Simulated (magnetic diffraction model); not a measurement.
# CsNdCdMo₃: the ordered moment from one line

Space group Cmcm (no. 63), a = 4.0560 Å, b = 15.7120 Å, c = 10.8830 Å.

| site | atom | x | y | z |
| --- | --- | --- | --- | --- |
| 4a | Nd | 0 | 0 | 1/2 |
| 4c | Cs | 1/2 | 0.2506 | 1/4 |
| 4c | Cd | 1/2 | 0.0378 | 3/4 |
| 8f | Mo | 0 | 0.3782 | 0.4529 |
| 4c | Mo | 1/2 | 0.4383 | 3/4 |

This is a made-up structure (elements placed in a structure type, unrelaxed), so the numbers test the method and describe no known phase.

Only Nd is taken to order (form factors of Nd3+); orders and moment sizes are assumed, and not adapted to the symmetry. Radiation: neutrons of λ = 2.0775 Å (absorption by Cd left out), 8° to 50°; isotropic B of 0.27 Å² (Nd), 0.25 Å² (Cs), 0.35 Å² (Cd) and 0.26 Å² (Mo). The intensities are simulated: I ∝ L Σ (|F_N|² + |F_M⊥|²) for unpolarised neutrons, with F_M = 2.695 fm/μB × Σ f(s) S exp(2πi Q·r) exp(−B s²) at Q = H ± k (one set where k and −k are equivalent), only the part normal to Q counting and L = 1/(sin²θ cos θ). For collinear order S is the moment m, which repeats by lattice and centring translations R with the sign exp(−2πi k·R). Form factors are spin-only for 3d ions and dipole or tabulated for f ions, scattering lengths are Sears's of 1992, and absorption is left out. A label names one of the reflections at its angle. The strongest nuclear line in the range is 100, and lines under 0.2 are left out.

In a first state the assumed order is k = (0 0 0), collinear moments along [101], 2.2 μB on Nd; signs + at (0, 0, 1/2), + at (0, 0, 0), with this pattern:

```
2θ (°)    index  nuclear  magnetic
 15.20  (0 2 0)     71.3      17.2
 18.77  (0 2 1)      1.4       0.0
 22.01  (0 0 2)      0.8       1.0
 26.86  (0 2 2)      6.5       4.4
 30.67  (0 4 0)      0.9       4.1
 30.67  (1 1 0)      0.1       7.3
 32.66  (0 4 1)      1.4       0.0
 32.66  (1 1 1)      0.4       0.0
 36.77  (0 2 3)     30.0       0.0
 37.80  (1 3 0)     41.6       5.0
 38.07  (0 4 2)     23.8       3.7
 38.08  (1 1 2)      1.2       6.6
 39.47  (1 3 1)    100.0       0.0
 44.17  (1 3 2)     68.1       5.6
 44.89  (0 0 4)     56.1       0.2
 45.88  (0 4 3)      1.7       0.0
```
(The table stops after 16 lines; 5 more lie at higher angle.)

**Question.** Nearer the ordering temperature the line at 15.20° has total intensity 83.7 on the same scale, and all moments have shrunk alike. How large is the Nd moment?

The nuclear part, 71.3, stays, so the magnetic part is 12.5 against 17.2. It goes as m², so m = 2.2 × √(12.5/17.2) = 1.88 μB; the value used was 1.87 μB.

[Logs are printed without paths, hosts, clocks, repeated set-up lines and the standing remarks that a program may print on its own settings, such as how far it seeks lower states.]
